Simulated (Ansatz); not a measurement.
# Ge (Fd-3m, 2 atoms in the cell): modes against uniaxial strain along [001], part 2 of 2

Wanted: the shifts of the zone-centre modes of Ge (Fd-3m, 2 atoms in the cell) with strain.

Ansatz 0.2.0; DFT LDA, scalar-relativistic, plane waves, PAW; PAW set soft_1.

So far, highest optical mode at the zone centre (no LO-TO term) (cm⁻¹): step 4 (zone-centre response at rest) 294.

## Step 5: Relaxation of a member: uniaxial strain of +2 % along [001]

The cell takes a uniaxial strain of +2 % along [001]. The strained length and the angles are held, while the rest of the cell and the atoms relax.

Contents of input.yaml:

```yaml
crystal:
  lattice:
    - [0.0, 2.803162388, 2.8669575257]
    - [2.803162388, 0.0, 2.8669575257]
    - [2.803162388, 2.803162388, 0.0]
  atoms:
    - { symbol: Ge, position: [0.499969367, 0.499969367, 0.4999803544] }
    - { symbol: Ge, position: [0.750030633, 0.750030633, 0.7500196456] }
  conventional_axes: [[-1, 1, 1], [1, -1, 1], [1, 1, -1]]
kpoints:
  mp_grid: { grid: [12, 12, 12], shift: [0.5, 0.5, 0.5] }
hamiltonian:
  xc: lda
  pseudopotentials: { kind: paw, azcp: { folder: soft_1 }, xc_functional: pbe }
scf:
  occupations: { method: gaussian, width: 0.015 }
output:
  forces: true
  stress: true
  eigenvalues: true
relax:
  adjacent_minimum: "off"
  f_tol: 0.001
  max_steps: 60
  cell: { stress_tol: 0.01, fix: [c, angles] }
```

Command:

```console
> ansatz run input.yaml --threads 4 --pin off --max-ram 10240MiB --backend cpu --events-out ev --progress --plain --runs-dir out
```

Numbers of over 12 decimals in the logs are rounded to 6 here.

The log of the run:

```text
[...]
Crystal: 2 atoms, lattice volume = 45.055 Å³
Basis set: ecut = 420 eV, 909 PW (Γ)
Bands: 18, of which v1, the nominal top of the filled ones, is band 14 counted from 1 (13 counted from 0)
Symmetry: 4 space group operations
[...]
k-points: 468 of 1728
[...]
k-point 467: bands = [... 10 lower, -2.3511, 0.7036, 6.1698, 6.7818, 9.1821, 11.9922, 12.3293, 15.7196]
--- Relaxed structure (3 steps of the walk, 3 accepted, 1 SCFs on fresh bases) ---
[...]
cell:  # Å, volume = 44.8243 Å³
    - [0, 2.795962, 2.8669575257]
    - [2.795962, 0, 2.8669575257]
    - [2.795962, 2.795962, 0]
  atoms:
    - { symbol: Ge, position: [0.499964, 0.499964, 0.499987] }
    - { symbol: Ge, position: [0.750036, 0.750036, 0.750013] }
[key lines of the parts left out:]
SCF converged after 4 iterations
Free energy (F): -8431.449717 eV
Fermi energy:    8.411625 eV
P = ⅓ Tr σ = -0.6554 GPa (-6.554 kbar)
```

Wall time 14 s (4 threads of Intel Xeon 6975P-C (Granite Rapids), shared host); peak memory 0.61 GiB; 50 s of CPU time.

The steps of the relaxation:

```
step  energy less that of the first step (eV)  largest force component (eV/Å)  pressure (GPa)  volume (Å³)
   1                                   0.0000                          0.0008           -1.01        45.06
   2                                  -0.0003                          0.0001           -0.70        44.85
   3                                  -0.0004                          0.0000           -0.66        44.82
  4*                                  -0.0003                          0.0000           -0.66        44.82
```

Relaxation steps marked * repeat the geometry before them on a plane-wave basis chosen anew for their cell, so energy and pressure can jump there.

The run keeps the 4 symmetry operations that it works with, so distortions that break them were not tested.

```
conventional cell, symmetrised  before  after  change
                         a (Å)   3.964  3.954  -0.3 %
                         b (Å)   3.964  3.954  -0.3 %
                         c (Å)   5.734  5.734  -0.0 %
              volume (Å³/atom)   22.53  22.41  -0.5 %
```

Final coordinates:

```cif
data_structure
_symmetry_space_group_name_H-M 'P 1'
_symmetry_Int_Tables_number 1
_cell_length_a 4.0046
_cell_length_b 4.0046
_cell_length_c 3.9541
_cell_angle_alpha 60.416
_cell_angle_beta 60.416
_cell_angle_gamma 59.167
_cell_volume 44.82
loop_
_atom_site_label
_atom_site_type_symbol
_atom_site_fract_x
_atom_site_fract_y
_atom_site_fract_z
_atom_site_occupancy
Ge1 Ge 0.49996 0.49996 0.49999 1
Ge2 Ge 0.75004 0.75004 0.75001 1
```

Numbers from this step:

| Property | Result |
| --- | --- |
| pressure | -0.6554 GPa |
| volume per atom | 22.41 Å³ |
| gap on the k-mesh | 0.05957 eV |

The largest force component left is 0.026 meV/Å.

## Step 6: Zone-centre modes of the member: uniaxial strain of +2 % along [001]

The zone-centre modes follow for uniaxial strain of +2 % along [001].

input.yaml, the sections that differ from step 5:

```yaml
crystal:
  lattice:
    - [0.0, 2.7959619313, 2.8669575257]
    - [2.7959619313, 0.0, 2.8669575257]
    - [2.7959619313, 2.7959619313, 0.0]
  atoms:
    - { symbol: Ge, position: [0.4999638963, 0.4999638963, 0.4999870698] }
    - { symbol: Ge, position: [0.7500361037, 0.7500361037, 0.7500129302] }
output:
  eigenvalues: true
phonons:
  method: dfpt
# kpoints, hamiltonian, scf: as in step 5
# relax: removed
```

The log of the run:

```text
[...]
Crystal: 2 atoms, lattice volume = 44.824 Å³
Basis set: ecut = 420 eV, 909 PW (Γ), exchange–correlation on 64×64×64 points (8 copies of the dense FFT grid, shifted against one another)
Bands: 18, of which v1, the nominal top of the filled ones, is band 14 counted from 1 (13 counted from 0)
Symmetry: 4 space group operations
k-points: 864 of 1728 (irreducible under 1 space group operation, time reversal used)
[...]
SCF iter   1: F=—  HF=-8431.584132 eV  |F-HF|=—  |Δ(HF+E_count)|=         —  Δρ=3.49e-2  dr2=5.01e-1  ethr=3.10e-3  ⟨swp⟩=6.0  Hψ=72496  notcnv=0
[...]
SCF iter   8: F=-8431.449718 eV  HF=-8431.449718 eV  |F-HF|=3.64e-12  |Δ(HF+E_count)|=   4.25e-9  Δρ=1.19e-7  dr2=4.02e-12  ethr=1.00e-12  ⟨swp⟩=4.3  Hψ=83229  notcnv=0
SCF 1 converged in 8 iterations: F = -8431.449718 eV  dr2 = 4.02e-12
[...]
DFPT response loops at Γ: preconditioner auto → Kerker (q_TF=auto, 2.523 Å⁻¹) (partly filled bands, converged f_vac=0.057); β = 1.00, the filter's whole step (`scf.mixing.beta` (0.50) is not read by the response loops under this deck's `scf.mixing.preconditioner`; to damp them name `kerker` or `kerker_dos`, under which they read `scf.mixing.beta`, and type it under 1.00, their step now; both keys bind the ground state too); Broyden in place of MSR1
SCF converged after 8 iterations
Free energy (F): -8431.449718 eV
[...]
Internal energy: -8431.449717 eV  (E = F + TS)
E sigma→0 (E₀):  -8431.449718 eV
Entropy (-TS):   -0.000000 eV (-0.000 meV/atom)
Fermi energy:    8.411625 eV
[...]
--- Band table (eV; the first three rows and the last of 864) ---
  k-point 0: bands = [... 10 lower, -4.5056, 7.5625, 8.2486, 8.3818, 8.9195, 10.9204, 10.9222, 11.0526]
  k-point 1: bands = [... 10 lower, -4.3902, 6.4129, 7.7314, 8.3136, 9.4930, 11.0427, 11.0709, 11.7958]
  k-point 2: bands = [... 10 lower, -4.1083, 4.8350, 7.2971, 8.0012, 9.4098, 11.4795, 11.6860, 12.8739]
  k-point 863: bands = [... 10 lower, -2.4067, 0.6896, 6.6858, 6.8965, 8.6965, 12.0412, 12.1692, 15.4566]
--- Phonons (Γ-DFPT): 2 representative perturbations + reference, on 864 of 1728 k-points (Σ response iterations 6) ---
  k mesh reduced under 1 symmetry operation, with k and −k counted as one. Each operation leaves every solved perturbation unchanged. A smaller set is not used because it would not reduce the number of displacements times k-points to solve
  ASR residual: 7.663e-5 → 0.000e0 eV/Å²; symmetrization residual: 1.185e-6 eV/Å²
  ASR residual per site (eV/Å²): 7.66e-5 7.66e-5
  Γ frequencies (cm⁻¹): 0.00 0.00 0.00 290.11 290.29 291.42
[...]
```

Run time: 29 s. Hardware: 4 threads; peak memory 2.1 GiB; 1.7 min of CPU time.

This step gave:

| Quantity | Value |
| --- | --- |
| sum-rule residual before enforcement | 7.66e-5 eV/Å² |
| highest optical mode at the zone centre (no LO-TO term) | 291.4 cm⁻¹ |
| lowest optical zone-centre mode | 290.1 cm⁻¹ |

Patterns of degenerate modes are one choice out of their space. Modes at Γ:

```
mode  frequency (cm⁻¹)
   1               0.0
   2               0.0
   3               0.0
   4             290.1
   5             290.3
   6             291.4
```

The lowest optical mode is real, 290 cm⁻¹, and the highest lies at 291.4 cm⁻¹.

## Step 7: Relaxation of a member: uniaxial strain of -3 % along [001]

The cell takes a uniaxial strain of -3 % along [001]. The strained length and the angles are held, while the rest of the cell and the atoms relax.

input.yaml, the sections that differ from step 6:

```yaml
crystal:
  lattice:
    - [0.0, 2.8270817361, 2.7264203921]
    - [2.8270817361, 0.0, 2.7264203921]
    - [2.8270817361, 2.8270817361, 0.0]
  atoms:
    - { symbol: Ge, position: [0.4999816321, 0.4999816321, 0.4999644561] }
    - { symbol: Ge, position: [0.7500183679, 0.7500183679, 0.7500355439] }
  conventional_axes: [[-1, 1, 1], [1, -1, 1], [1, 1, -1]]
output:
  forces: true
  stress: true
  eigenvalues: true
relax:
  adjacent_minimum: "off"
  f_tol: 0.001
  max_steps: 60
  cell: { stress_tol: 0.01, fix: [c, angles] }
# kpoints, hamiltonian, scf: as in step 6
# phonons: removed
```

The log of the run:

```text
[...]
Crystal: 2 atoms, lattice volume = 43.581 Å³
Basis set: ecut = 420 eV, 877 PW (Γ)
Bands: 18, of which v1, the nominal top of the filled ones, is band 14 counted from 1 (13 counted from 0)
Symmetry: 4 space group operations
[...]
k-points: 468 of 1728
[...]
k-point 467: bands = [... 10 lower, -2.1660, 0.8940, 6.2865, 7.1948, 9.5561, 12.2088, 12.7586, 16.0364]
--- Relaxed structure (3 steps of the walk, 3 accepted, 1 SCFs on fresh bases) ---
[...]
cell:  # Å, volume = 43.8520 Å³
    - [0, 2.835852, 2.7264203921]
    - [2.835852, 0, 2.7264203921]
    - [2.835852, 2.835852, 0]
  atoms:
    - { symbol: Ge, position: [0.499985, 0.499985, 0.499961] }
    - { symbol: Ge, position: [0.750015, 0.750015, 0.750039] }
[key lines of the parts left out:]
SCF converged after 6 iterations
Free energy (F): -8431.443218 eV
Fermi energy:    8.750695 eV
P = ⅓ Tr σ = 0.9291 GPa (9.291 kbar)
```

Run time: 12 s. Hardware: 4 threads; peak memory 0.62 GiB.

Relaxation path:

```
step  energy less that of the first step (eV)  largest force component (eV/Å)  pressure (GPa)  volume (Å³)
   1                                   0.0000                          0.0004            1.41        43.58
   2                                  -0.0004                          0.0001            1.02        43.80
   3                                  -0.0004                          0.0000            0.93        43.85
  4*                                  -0.0005                          0.0000            0.93        43.85
```

Relaxation steps marked * repeat the geometry before them on a plane-wave basis chosen anew for their cell, so energy and pressure can jump there.

Forces are held to the 4 operations that the run works with; a distortion that breaks them can't arise in this run.

```
conventional cell, symmetrised  before  after  change
                         a (Å)   3.998  4.010  +0.3 %
                         b (Å)   3.998  4.010  +0.3 %
                         c (Å)   5.453  5.453  +0.0 %
              volume (Å³/atom)   21.79  21.93  +0.6 %
```

Final coordinates:

```
Ge
1.0
     0.00000    2.83585    2.72642
     2.83585    0.00000    2.72642
     2.83585    2.83585    0.00000
Ge
2
Direct
  0.49998 0.49998 0.49996
  0.75002 0.75002 0.75004
```

This step gave:

- pressure: 0.9291 GPa
- volume per atom: 21.93 Å³
- gap on the k-mesh: 0.07814 eV

The largest force component left is 0.033 meV/Å.

## Step 8: Modes of this member: uniaxial strain of -3 % along [001]

The zone-centre modes follow for uniaxial strain of -3 % along [001].

input.yaml, the sections that differ from step 7:

```yaml
crystal:
  lattice:
    - [0.0, 2.835851656, 2.7264203921]
    - [2.835851656, 0.0, 2.7264203921]
    - [2.835851656, 2.835851656, 0.0]
  atoms:
    - { symbol: Ge, position: [0.4999847408, 0.4999847408, 0.4999608314] }
    - { symbol: Ge, position: [0.7500152592, 0.7500152592, 0.7500391686] }
output:
  eigenvalues: true
phonons:
  method: dfpt
# kpoints, hamiltonian, scf: as in step 7
# relax: removed
```

The log of the run:

```text
[...]
Crystal: 2 atoms, lattice volume = 43.852 Å³
Basis set: ecut = 420 eV, 877 PW (Γ), exchange–correlation on 64×64×64 points (8 copies of the dense FFT grid, shifted against one another)
Bands: 18, of which v1, the nominal top of the filled ones, is band 14 counted from 1 (13 counted from 0)
Symmetry: 4 space group operations
k-points: 864 of 1728 (irreducible under 1 space group operation, time reversal used)
[...]
k-point 1: bands = [... 10 lower, -4.2641, 6.7057, 8.2651, 8.4204, 9.8605, 11.4523, 11.5966, 11.8908]
  k-point 2: bands = [... 10 lower, -3.9797, 5.1286, 7.7927, 8.0700, 9.7707, 11.8574, 12.1655, 13.1239]
  k-point 863: bands = [... 10 lower, -2.2252, 0.8847, 6.8202, 7.2940, 9.0434, 12.2429, 12.6068, 15.7796]
[...]
ASR residual: 6.657e-5 → 0.000e0 eV/Å²; symmetrization residual: 3.019e-6 eV/Å²
  ASR residual per site (eV/Å²): 6.66e-5 6.66e-5
  Γ frequencies (cm⁻¹): 0.00 0.00 0.00 295.63 298.07 298.23
[...]
[key lines of the parts left out:]
SCF converged after 8 iterations
Free energy (F): -8431.443218 eV
Fermi energy:    8.750695 eV
```

Elapsed: 28 s, on 4 threads; peak memory 2.1 GiB; 99 s of CPU time.

Numbers from this step:

```
sum-rule residual before enforcement                    : 6.66e-5 eV/Å²
highest optical mode at the zone centre (no LO-TO term) : 298.2 cm⁻¹
lowest optical zone-centre mode                         : 295.6 cm⁻¹
```

Patterns of degenerate modes are one choice out of their space. Modes at Γ:

```
mode  frequency (cm⁻¹)
   1               0.0
   2               0.0
   3               0.0
   4             295.6
   5             298.1
   6             298.2
```

The lowest optical mode is real, 296 cm⁻¹, and the highest lies at 298.2 cm⁻¹.

## Step 9: The series together

The members are set side by side, also those not shown above.

Stress is positive in compression; energies are extrapolated to zero smearing, and E0 is that at rest; members with a gap under 0.05 eV are left out; the edges not held and the atoms are relaxed in each cell; all runs use 12×12×12 k points and Gaussian smearing of 0.015 eV. State of the crystal along the series:

```
strain (%)  stress along the axis (GPa)  free strain along [100] (%)  free strain along [010] (%)  E - E0 (meV/atom)
        -3                        2.783                       0.8933                       0.8933              5.941
        -2                        1.885                       0.5813                       0.5813              2.656
        -1                       0.9559                       0.2834                       0.2834             0.6672
         0                      6.63e-4                            0                            0                  0
         1                      -0.9751                      -0.2697                      -0.2697             0.6721
         2                       -1.966                      -0.5259                      -0.5259              2.691
```

Optical modes are counted from below at rest and tracked from member to member by their patterns, and modes that stay within 0.3 cm⁻¹ of each other stand once; labels, where given, are those at rest; members with a gap under 0.05 eV are left out; the edges not held and the atoms are relaxed in each cell; all runs use 12×12×12 k points and Gaussian smearing of 0.015 eV. Optical modes along the series:

```
strain (%)  optical mode 1, doublet (cm⁻¹)  optical mode 2, singlet (cm⁻¹)
        -3                           298.2                           295.6
        -2                             297                           295.3
        -1                           295.5                           294.7
         0                           293.9                           293.9
         1                           292.1                           292.8
         2                           290.1                           291.4
```

Value and slope at zero strain of a cubic (a lower polynomial where under five rows exist) through the rows within 2 % of rest. Slopes at rest:

```
                   mode  frequency (cm⁻¹)  shift per percent of strain (cm⁻¹)  shift per GPa of compressive stress (cm⁻¹)
optical mode 1, doublet             293.9                                -1.7                                        1.75
optical mode 2, singlet             293.9                               -0.94                                        0.98
```

## Step 10: What came out

| Property | Result |
| --- | --- |
| members | 6 |
| highest optical mode at the zone centre (no LO-TO term), at rest | 293.9 cm⁻¹ |
| Young’s modulus along [001] | 96.6 GPa |
| optical mode 1, doublet, shift per percent | -1.70 cm⁻¹ |
| optical mode 2, singlet, shift per percent | -0.94 cm⁻¹ |

What this shows: The stress changes by 0.97 GPa for each percent, a Young’s modulus of 97 GPa along [001]. For each percent the free edge responds with -0.28 %. The strain lowers the symmetry: the level at 293.9 cm⁻¹ splits, into 298.2 and 295.6 cm⁻¹ at -3 %. Within 2 % of rest optical mode 2, singlet bends away from a straight line, so a single slope holds only near rest. The fastest shift in the table of slopes is -1.7 cm⁻¹ for each percent (optical mode 1, doublet), or 1.8 cm⁻¹ for each GPa of compressive stress. For small strain, the measured shift of a line that Raman or infrared light can see, divided by its slope, estimates the stress, if the state of stress is of this kind. At strain (%) -4, 3 and 4 the gap on the mesh is under 0.05 eV, where mesh and smearing no longer suit, so these members are left out. These are harmonic frequencies at zero temperature: anharmonic shifts, linewidths and thermal expansion are left out. The PAW files were made for PBE; the program adapts parts of them to the functional of the run, but their partial waves stay those of PBE, an approximation that was not tested in this session. Only the zone centre was solved, so an instability at another wavevector cannot show here. The k mesh is shifted off Γ, so the gap on the mesh misses a band edge that lies there. The shift also lowers the symmetry that the program can use, which splits degenerate modes slightly; labels are left out.

[Logs are printed without paths, hosts, clocks, repeated set-up lines and the standing remarks that a program may print on its own settings, such as how far it seeks lower states.]

[Hosts, paths, dates, database ids (printed as entryN), source tags and the programs' standing remarks are cut or masked in the printed files.]
